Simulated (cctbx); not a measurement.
## Diagnosing a refinement

Cell a = 9.6300 Å, b = 14.4600 Å, c = 3.7660 Å, α = 90.00°, β = 90.00°, γ = 90.00°; space group Pnnm (no. 58). The compound is ZrSbAs3Pb.

The data are simulated with cctbx, not measured: Mo Kα, λ = 0.71073 Å, to d = 0.7 Å, 70 % of the full sphere, strongest reflection 40000 counts, noise from counting, a 6 % proportional error and a noise floor of 2 counts (s.d.); no absorption, and some extinction, which the refinements don't model.

An anisotropic refinement with weights 1/σ² prints:

```text
Rint 0.049, 915 unique reflections to 0.70 A
cycle     R1     wR2    GooF  max shift (A)
   1  0.0620  0.1828   4.453   0.00267
   2  0.0244  0.0677   1.650   0.00013
final R1 0.0244 wR2 0.0677 GooF 1.649  parameters 36  data/parameter 25.4
atom        x        y        z      Ueq    occ   su(xyz)  su(Uiso or U11)
Pb1    0.02451  0.24607  0.50000   0.0096  1.000  0.00003  0.0002
Sb1    0.74512  0.30034  0.50000   0.0099  1.000  0.00005  0.0002
Zr1    0.83308  0.49354  0.50000   0.0136  1.000  0.00007  0.0003
As1    0.51019  0.10101  0.50000   0.0071  1.000  0.00008  0.0003
As2    0.11062  0.06036  0.50000   0.0069  1.000  0.00008  0.0003
As3    0.33643  0.34627  0.50000   0.0105  1.000  0.00008  0.0004
difference map: max 2.06 min -2.91 rms 0.45
Q1    0.2561  0.1672  0.0000    4    2.09  0.48 A from Sb1
Q2    0.1506  0.0452  0.5000    4    2.00  0.44 A from As2
Q3    0.1140  0.0802  0.5000    4    1.79  0.29 A from As2
Q4    0.0830  0.6470  0.5000    4    1.60  1.82 A from Sb1
Q5    0.1070  0.2343  0.0000    4    1.57  1.42 A from Sb1
Q6    0.1992  0.8459  0.0000    4    1.44  0.34 A from As3
```

**Question.** Can this result stand? If not, what is the likely fault?

Mend it. The fault: anomalous dispersion left out. Against the right model at the same level, R1 goes from 0.0158 to 0.0244 and GooF from 0.93 to 1.65 and U of Zr1 swells from 0.0084 to 0.0136 Å². No atom is wrong: without f′ and f″ the atoms near an edge get the wrong scattering power, which U and the scale absorb. The signs are weak, and the output alone doesn't single this fault out.

The compound is ZrSbAs3Pb. The right model at the same level gives:

```text
Rint 0.049, 915 unique reflections to 0.70 A
cycle     R1     wR2    GooF  max shift (A)
   1  0.0379  0.1180   2.876   0.00273
   2  0.0158  0.0381   0.928   0.00000
final R1 0.0158 wR2 0.0381 GooF 0.928  parameters 36  data/parameter 25.4
atom        x        y        z      Ueq    occ   su(xyz)  su(Uiso or U11)
Pb1    0.02452  0.24601  0.50000   0.0088  1.000  0.00002  0.0001
Sb1    0.74507  0.30036  0.50000   0.0104  1.000  0.00003  0.0001
Zr1    0.83314  0.49355  0.50000   0.0084  1.000  0.00004  0.0002
As1    0.51015  0.10106  0.50000   0.0091  1.000  0.00004  0.0002
As2    0.11053  0.06042  0.50000   0.0089  1.000  0.00004  0.0002
As3    0.33646  0.34623  0.50000   0.0126  1.000  0.00005  0.0002
difference map: max 1.03 min -1.28 rms 0.30
Q1    0.2519  0.2238  0.5000    4    1.04  1.92 A from Sb1
Q2    0.2521  0.1103  0.3245    8    1.03  1.68 A from As2
Q3    0.0826  0.6485  0.5000    4    0.96  1.82 A from Sb1
Q4    0.0754  0.6359  0.1759    8    0.94  1.17 A from As1
Q5    0.1630  0.6442  0.2780    8    0.94  1.46 A from Sb1
Q6    0.0682  0.0016  0.2519    8    0.92  1.33 A from As2
```

Isotropic U is held between 0.0001 and 1 Å² by the program, and listed peak heights are interpolated, so they can pass the grid's maximum.

This is a model crystal, built by substitution and not relaxed, with assumed displacement parameters.

[Middle refinement cycles are left out of these outputs.]

[Logs are printed without paths, hosts, clocks, repeated set-up lines and the standing remarks that a program may print on its own settings, such as how far it seeks lower states.]
